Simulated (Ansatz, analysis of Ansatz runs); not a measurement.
# Migration in Be3N2 (P6_3/mmc): H transfer from N to N, charge 0, part 2 of 2

Wanted: path and barrier of a jump of H in Be3N2 (P6_3/mmc) at charge 0. The case: H transfer from N to N, in a cell of 120 host atoms with 1 H put in.

Ansatz 0.2.0; plane-wave PAW DFT, PBEsol; relaxation of all atoms of a defect supercell.

So far: Set-up; Relaxation of the start point, charge 0.

### Step 2. Relaxation of the start point, charge 0 (continued)

Step by step:

| step | energy less that of the first step (eV) | largest force component (eV/Å) |
| --- | --- | --- |
| 1 | 0.0000 | 15.9438 |
| 2 | -2.9778 | 7.2596 |
| 3 | -4.2138 | 3.7019 |
| 4 | -4.7828 | 0.3730 |
| 5 | -4.8669 | 0.3995 |
| 6 | -4.9810 | 0.2187 |
| 7 | -5.0134 | 0.1331 |
| 8 | -5.0144 | 0.2525 |
| 9 | -5.0275 | 0.1100 |
| 10 | -5.0427 | 0.2654 |
| 11 | -5.0560 | 1.0488 |
| 12 | -5.1362 | 0.6542 |
| 13 | -5.3651 | 1.0300 |
| 14 | -5.5776 | 0.6857 |
| 15 | -5.7108 | 0.1891 |
| 16 | -5.7270 | 0.1583 |
| 17 | -5.7355 | 0.0130 |
| 18 | -5.7355 | 0.0130 |

The atoms that moved most (Å, from the sites as typed, ahead of the random displacement, the mean shift of all atoms taken out):

| atom | dx | dy | dz | length |
| --- | --- | --- | --- | --- |
| H121 | 0.386 | 0.810 | -1.057 | 1.387 |
| Be106 | -0.003 | -0.018 | 0.160 | 0.161 |
| Be107 | -0.013 | -0.002 | 0.154 | 0.154 |
| Be108 | 0.006 | -0.002 | 0.150 | 0.150 |
| Be103 | -0.003 | -0.011 | 0.104 | 0.104 |
| Be104 | -0.007 | -0.004 | 0.094 | 0.095 |
| Be105 | 0.001 | -0.004 | 0.090 | 0.090 |
| N112 | -0.003 | -0.032 | -0.079 | 0.085 |

Neighbours of H121 at the end:

| atom | distance (Å) |
| --- | --- |
| Be94 | 1.692 |
| Be95 | 1.695 |
| Be96 | 1.700 |
| N118 | 1.982 |
| N119 | 1.983 |
| N120 | 1.984 |
| Be108 | 2.045 |
| Be107 | 2.045 |
| Be106 | 2.048 |

Read from the output:

```
free energy                                                                                       : -24819.1319 eV
total moment                                                                                      : 1 μB
integral of the absolute spin density                                                             : 1.056 μB
spin contamination                                                                                : 0.001689
r.m.s. move of the farther half of the atoms                                                      : 0.02674 Å
largest move from the ideal geometry of this structure, a common shift of the far atoms taken out : 1.398 Å
```

The relaxation gained 5.736 eV and ended with a largest force component of 0.013 eV/Å.

### Step 3. Relaxation of the end point, charge 0

The end point is relaxed in the same cell and settings, so that the two energies compare. Atoms more than 3.2 Å from the middle of the hop start where the first relaxation left them, the nearer ones on or close to their ideal places, with small random displacements.

File q0_M1.end/input.yaml:

```yaml
crystal:
  lattice:
    - [8.51188336, 4.91433815, 0.0]
    - [-8.51188336, 4.91433815, 0.0]
    - [0.0, 0.0, 9.71005664]
  atoms:
    - { symbol: Be, position: [0.00023656, 0.33360311, 0.0777286] }
    - { symbol: Be, position: [0.16656378, 0.16679604, 0.07876003] }
    - { symbol: Be, position: [0.3334707, -0.00016448, 0.07772836] }
    - { symbol: Be, position: [0.00019886, 0.16763395, 0.57792005] }
    - { symbol: Be, position: [0.16741962, -0.00019706, 0.57795849] }
    - { symbol: Be, position: [0.33333333, 0.33333333, 0.57824696] }
    - { symbol: Be, position: [-0.00055929, 0.16565735, 0.92147759] }
    - { symbol: Be, position: [0.1658454, -0.00018922, 0.92151454] }
    - { symbol: Be, position: [0.33333333, 0.33333333, 0.92175304] }
    - { symbol: Be, position: [-0.00032562, 0.33295977, 0.42115349] }
    - { symbol: Be, position: [0.16616866, 0.16593605, 0.42192087] }
    - { symbol: Be, position: [0.33310497, 9.887e-05, 0.42115441] }
    - { symbol: Be, position: [-3.768e-05, -4.42e-05, 0.24375051] }
    - { symbol: Be, position: [0.16646781, 0.33314746, 0.2511306] }
    - { symbol: Be, position: [0.33314609, 0.16646695, 0.24973571] }
    - { symbol: Be, position: [0.00088559, 0.0008919, 0.74291174] }
    - { symbol: Be, position: [0.16654604, 0.33336696, 0.74971014] }
    - { symbol: Be, position: [0.33335064, 0.16654478, 0.74826098] }
    - { symbol: "N", position: [-9.55e-06, 5.02e-06, 0.00298608] }
    - { symbol: "N", position: [0.16631383, 0.33271132, -0.00068248] }
    - { symbol: "N", position: [0.33271172, 0.1663167, -0.00010938] }
    - { symbol: "N", position: [1.6e-05, -3.83e-06, 0.50264669] }
    - { symbol: "N", position: [0.16612463, 0.33320992, 0.49940494] }
    - { symbol: "N", position: [0.33321243, 0.16613142, 0.50001684] }
    - { symbol: "N", position: [-2.773e-05, 0.33329557, 0.24946811] }
    - { symbol: "N", position: [0.16663647, 0.16663202, 0.25021585] }
    - { symbol: "N", position: [0.33330129, -3.009e-05, 0.24946804] }
    - { symbol: "N", position: [-2.826e-05, 0.16673857, 0.74977295] }
    - { symbol: "N", position: [0.16673181, -3.099e-05, 0.74980278] }
    - { symbol: "N", position: [0.33333333, 0.33333333, 0.75] }
    - { symbol: Be, position: [6.174e-05, 0.83136174, 0.07847304] }
    - { symbol: Be, position: [0.16614233, 0.66654167, 0.07879487] }
    - { symbol: Be, position: [0.33332667, 0.4975976, 0.07853643] }
    - { symbol: Be, position: [-0.00187348, 0.6664361, 0.57692854] }
    - { symbol: Be, position: [0.16498709, 0.49851858, 0.57790954] }
    - { symbol: Be, position: [0.33319042, 0.83458439, 0.57791235] }
    - { symbol: Be, position: [0.00299315, 0.66658972, 0.92128652] }
    - { symbol: Be, position: [0.16768903, 0.50083368, 0.92143378] }
    - { symbol: Be, position: [0.33316792, 0.83209116, 0.92144118] }
    - { symbol: Be, position: [0.00152667, 0.83596579, 0.42111614] }
    - { symbol: Be, position: [0.16737739, 0.66672122, 0.42196277] }
    - { symbol: Be, position: [0.33158833, 0.50140534, 0.42117253] }
    - { symbol: Be, position: [7.8e-05, 0.49992161, 0.25126942] }
    - { symbol: Be, position: [0.16677747, 0.83330139, 0.25061288] }
    - { symbol: Be, position: [0.3332623, 0.66659938, 0.24230905] }
    - { symbol: Be, position: [-0.0002922, 0.49972064, 0.74986184] }
    - { symbol: Be, position: [0.16650419, 0.83330824, 0.74922494] }
    - { symbol: Be, position: [0.33333333, 0.66666667, 0.75] }
    - { symbol: "N", position: [0.00046741, 0.5002108, -0.00072913] }
    - { symbol: "N", position: [0.16680295, 0.83292196, -0.0005002] }
    - { symbol: "N", position: [0.33310756, 0.66657205, 0.00359912] }
    - { symbol: "N", position: [-0.00013285, 0.49942011, 0.49938906] }
    - { symbol: "N", position: [0.16702248, 0.8336981, 0.49966273] }
    - { symbol: "N", position: [0.33309179, 0.66656668, 0.50333527] }
    - { symbol: "N", position: [0.00040543, 0.83361454, 0.24937959] }
    - { symbol: "N", position: [0.16661961, 0.66663564, 0.25027264] }
    - { symbol: "N", position: [0.33286628, 0.49984963, 0.24944721] }
    - { symbol: "N", position: [-7.47e-05, 0.66650022, 0.74928022] }
    - { symbol: "N", position: [0.16628233, 0.49976329, 0.74971865] }
    - { symbol: "N", position: [0.33301828, 0.83323957, 0.74974077] }
    - { symbol: Be, position: [0.49800715, 0.33355031, 0.07855821] }
    - { symbol: Be, position: [0.66631384, 0.16627443, 0.0787664] }
    - { symbol: Be, position: [0.83131614, -0.00016499, 0.07850358] }
    - { symbol: Be, position: [0.49894336, 0.16514495, 0.57789932] }
    - { symbol: Be, position: [0.66621599, -0.00208083, 0.57692744] }
    - { symbol: Be, position: [0.83433661, 0.33332093, 0.57793677] }
    - { symbol: Be, position: [0.50046374, 0.16758219, 0.92144233] }
    - { symbol: Be, position: [0.66682071, 0.00328346, 0.92128192] }
    - { symbol: Be, position: [0.8322872, 0.33306211, 0.92148438] }
    - { symbol: Be, position: [0.50106051, 0.33140229, 0.42120765] }
    - { symbol: Be, position: [0.6669533, 0.16730024, 0.42192442] }
    - { symbol: Be, position: [0.83602523, 0.00173726, 0.42115309] }
    - { symbol: Be, position: [0.49991634, 6.074e-05, 0.25161338] }
    - { symbol: Be, position: [0.66660688, 0.33325425, 0.24326566] }
    - { symbol: Be, position: [0.83331113, 0.16676711, 0.24956209] }
    - { symbol: Be, position: [0.49970757, -0.00030367, 0.75021193] }
    - { symbol: Be, position: [0.66666667, 0.33333333, 0.75] }
    - { symbol: Be, position: [0.83330238, 0.16650385, 0.74810819] }
    - { symbol: "N", position: [0.50018716, 0.00044954, -0.00088072] }
    - { symbol: "N", position: [0.66656042, 0.33311646, 0.0032143] }
    - { symbol: "N", position: [0.83294054, 0.16680073, -7.258e-05] }
    - { symbol: "N", position: [0.49943584, -0.00011917, 0.49923403] }
    - { symbol: "N", position: [0.66658833, 0.33310981, 0.50292575] }
    - { symbol: "N", position: [0.83367285, 0.16701034, 0.50012146] }
    - { symbol: "N", position: [0.49985797, 0.33287232, 0.24946935] }
    - { symbol: "N", position: [0.6666442, 0.16660543, 0.25023937] }
    - { symbol: "N", position: [0.83363278, 0.00039981, 0.24941261] }
    - { symbol: "N", position: [0.49975779, 0.16628362, 0.74972648] }
    - { symbol: "N", position: [0.66649179, -0.00010108, 0.74927697] }
    - { symbol: "N", position: [0.83324049, 0.33302814, 0.74977434] }
    - { symbol: Be, position: [0.50221039, 0.83574308, 0.07849525] }
    - { symbol: Be, position: [0.66644169, 0.66649458, 0.07755982] }
    - { symbol: Be, position: [0.83551296, 0.50198158, 0.07849155] }
    - { symbol: Be, position: [0.5, 0.66666667, 0.57824696] }
    - { symbol: Be, position: [0.66666667, 0.5, 0.57824696] }
    - { symbol: Be, position: [0.83333333, 0.83333333, 0.57824696] }
    - { symbol: Be, position: [0.5, 0.66666667, 0.92175304] }
    - { symbol: Be, position: [0.66666667, 0.5, 0.92175304] }
    - { symbol: Be, position: [0.83333333, 0.83333333, 0.92175304] }
    - { symbol: Be, position: [0.49696109, 0.83179164, 0.42111944] }
    - { symbol: Be, position: [0.66693605, 0.66686742, 0.41944369] }
    - { symbol: Be, position: [0.83198842, 0.49718493, 0.42112138] }
    - { symbol: Be, position: [0.49950357, 0.49950005, 0.25970038] }
    - { symbol: Be, position: [0.66660507, 0.83372337, 0.25876111] }
    - { symbol: Be, position: [0.83371573, 0.6666014, 0.25832941] }
    - { symbol: Be, position: [0.5, 0.5, 0.75] }
    - { symbol: Be, position: [0.66666667, 0.83333333, 0.75] }
    - { symbol: Be, position: [0.83333333, 0.66666667, 0.75] }
    - { symbol: "N", position: [0.5, 0.5, 0.0] }
    - { symbol: "N", position: [0.66657891, 0.83404576, -0.00438169] }
    - { symbol: "N", position: [0.83403673, 0.66656299, -0.0041994] }
    - { symbol: "N", position: [0.5, 0.5, 0.5] }
    - { symbol: "N", position: [0.66655368, 0.83587659, 0.49128655] }
    - { symbol: "N", position: [0.83588508, 0.6665725, 0.49145093] }
    - { symbol: "N", position: [0.49961228, 0.83338983, 0.24939615] }
    - { symbol: "N", position: [0.66662787, 0.6666337, 0.24824888] }
    - { symbol: "N", position: [0.83340213, 0.49962518, 0.24939028] }
    - { symbol: "N", position: [0.5, 0.66666667, 0.75] }
    - { symbol: "N", position: [0.66666667, 0.5, 0.75] }
    - { symbol: "N", position: [0.83333333, 0.83333333, 0.75] }
    - { symbol: H, position: [0.606256, 0.56041, 0.75] }
basis:
  ecutwfc: 420
  xc_grid: 2
hamiltonian:
  xc: pbesol
kpoints:
  mp_grid: { grid: [1, 1, 1], shift: [0.25, 0.25, 0.25] }
magnetization:
  spin_polarized: true
  initial_magnetization: 1
  spin_locking: { lock_magnetization: hard }
scf:
  occupations: { method: fixed }
  max_iter: 150
output:
  forces: true
relax:
  f_tol: 0.02
  max_steps: 70
  random_displacement: { amplitude: 0.01, seed: 7957 }
```

Command:

```bash
> ansatz run input.yaml --threads 4 --pin off --max-ram 14131MiB --backend cpu --events-out ev --progress --plain --runs-dir out
```

Numbers of over 12 decimals in the logs are rounded to 6 here.

The program printed:

```text
[...]
Crystal: 121 atoms, lattice volume = 812.349 Å³
Basis set: ecut = 420 eV, 15933 PW (Γ), exchange–correlation on 144×144×144 points (8 copies of the dense FFT grid, shifted against one another)
Bands: 314, of which v1, the nominal top of the filled ones, is band 193 counted from 1 (192 counted from 0)
Symmetry: 1 space group operations
k-points: 1
[...]
Starting moments: Σ|m| = 1 μB on 121 of 121 sites
[...]
SCF iter   1: F=—  HF=-24854.047963 eV  |F-HF|=—  |Δ(HF+E_count)|=         —  Δρ=5.92e-2 (↑5.84e-2 ↓5.92e-2)  dr2=1.29e2  dr2_m=1.19e-2  M=1.000 μB ∫|m|=1.000 μB  β_m=0.30  ethr=3.10e-3  ⟨swp⟩=6.0  Hψ=2338  notcnv=0  defer=234
[...]
max |Σ_I F_I| component: 2.76e-5 eV/Å
--- Relaxed structure (16 steps of the walk, 16 accepted, 0 SCFs on fresh bases) ---
  F+E_penalty+E_count = -24819.13206781 eV   max|allowed force component| = 1.638e-2 eV/Å
  atoms:
    - { symbol: Be, position: [-0.000583, 0.332475, 0.078533] }
    - { symbol: Be, position: [0.166569, 0.165951, 0.079563] }
    [... 91 atoms left out ...]
    - { symbol: Be, position: [0.504407, 0.665693, 0.579749] }
    - { symbol: Be, position: [0.666164, 0.504352, 0.579801] }
    [... 1 atom left out ...]
    - { symbol: Be, position: [0.495938, 0.665845, 0.924648] }
    - { symbol: Be, position: [0.666066, 0.495215, 0.924688] }
    [... 7 atoms left out ...]
    - { symbol: Be, position: [0.498313, 0.497922, 0.766198] }
    - { symbol: Be, position: [0.666127, 0.833543, 0.765345] }
    - { symbol: Be, position: [0.833892, 0.665730, 0.766178] }
    [... 9 atoms left out ...]
    - { symbol: N, position: [0.497799, 0.665707, 0.753549] }
    - { symbol: N, position: [0.666076, 0.497341, 0.753606] }
    [... 1 atom left out ...]
    - { symbol: H, position: [0.666150, 0.665544, 0.640384] }
[key lines of the parts left out:]
SCF converged after 2 iterations
Magnetization: 1.0000 μB (193.0000 up, 192.0000 down)
Free energy (F): -24819.132068 eV
Fermi energy:    9.015286 (↑ 9.015286, ↓ 7.714450) eV
```

Wall time 3.1 min (4 threads of Intel Xeon Platinum 8488C (Sapphire Rapids), shared host); peak memory 2.6 GiB.

Relaxation path:

```csv
step,energy less that of the first step (eV),largest force component (eV/Å)
1,0.0000,16.5863
2,-2.6241,7.3801
3,-3.6758,3.4704
4,-4.1453,0.9086
5,-4.3364,0.3327
6,-4.4042,0.3666
7,-4.4507,0.1916
8,-4.4631,0.3931
9,-4.5017,0.6720
10,-4.5865,1.0825
11,-4.7128,0.9203
12,-5.0047,0.5249
13,-5.1326,0.1567
14,-5.1551,0.0691
15,-5.1576,0.0164
16,-5.1576,0.0164
```

The atoms that moved most (Å, from the sites as typed, ahead of the random displacement):

```csv
atom,dx,dy,dz,length
H121,-0.385,0.811,-1.065,1.393
Be106,0.003,-0.019,0.156,0.157
Be108,0.013,-0.002,0.156,0.157
Be107,-0.006,-0.002,0.148,0.148
N112,0.003,-0.033,-0.081,0.088
Be77,0.011,-0.012,-0.077,0.079
Be48,-0.005,-0.012,-0.066,0.068
Be96,0.004,-0.055,0.015,0.057
```

Neighbours of H121 at the end:

```
 atom  distance (Å)
 Be95         1.690
 Be94         1.696
 Be96         1.696
 N119         1.985
 N118         1.987
 N120         1.987
Be107         2.049
Be108         2.051
Be106         2.052
```

Numbers from this step:

| Quantity | Value |
| --- | --- |
| free energy | -24819.1321 eV |
| total moment | 1 μB |
| integral of the absolute spin density | 1.056 μB |
| spin contamination | 0.001689 |
| r.m.s. move of the farther half of the atoms | 0.02731 Å |
| largest move from the ideal geometry of this structure, a common shift of the far atoms taken out | 1.403 Å |

The relaxation gained 5.158 eV and ended with a largest force component of 0.016 eV/Å. The end lies within 1 meV of the start.

### Step 4. No path, charge 0

Analysis of the runs above: comparison of two relaxed ends, PBEsol.

It gives:

- outcome: both ends relax to one structure
- largest difference: 0.01662 Å
- energy difference: -1.61e-4 eV

### Step 5. Outcome

| Property | Result |
| --- | --- |
| outcome | both ends relax to one structure |

Start and end relaxed into one structure, so no band was run. The largest move in the relaxations was 1.4 Å. This doesn't show that a second stable place is lacking: the end was set up from the relaxed start, and an atom can slide across on the way. What this leaves open: one k-point off the zone centre stands for the whole zone; PBEsol makes the gap too small and tends to spread out bound carriers.

[Logs are printed without paths, hosts, clocks, repeated set-up lines and the standing remarks that a program may print on its own settings, such as how far it seeks lower states.]

[Hosts, paths, dates, database ids (printed as entryN), source tags and the programs' standing remarks are cut or masked in the printed files.]
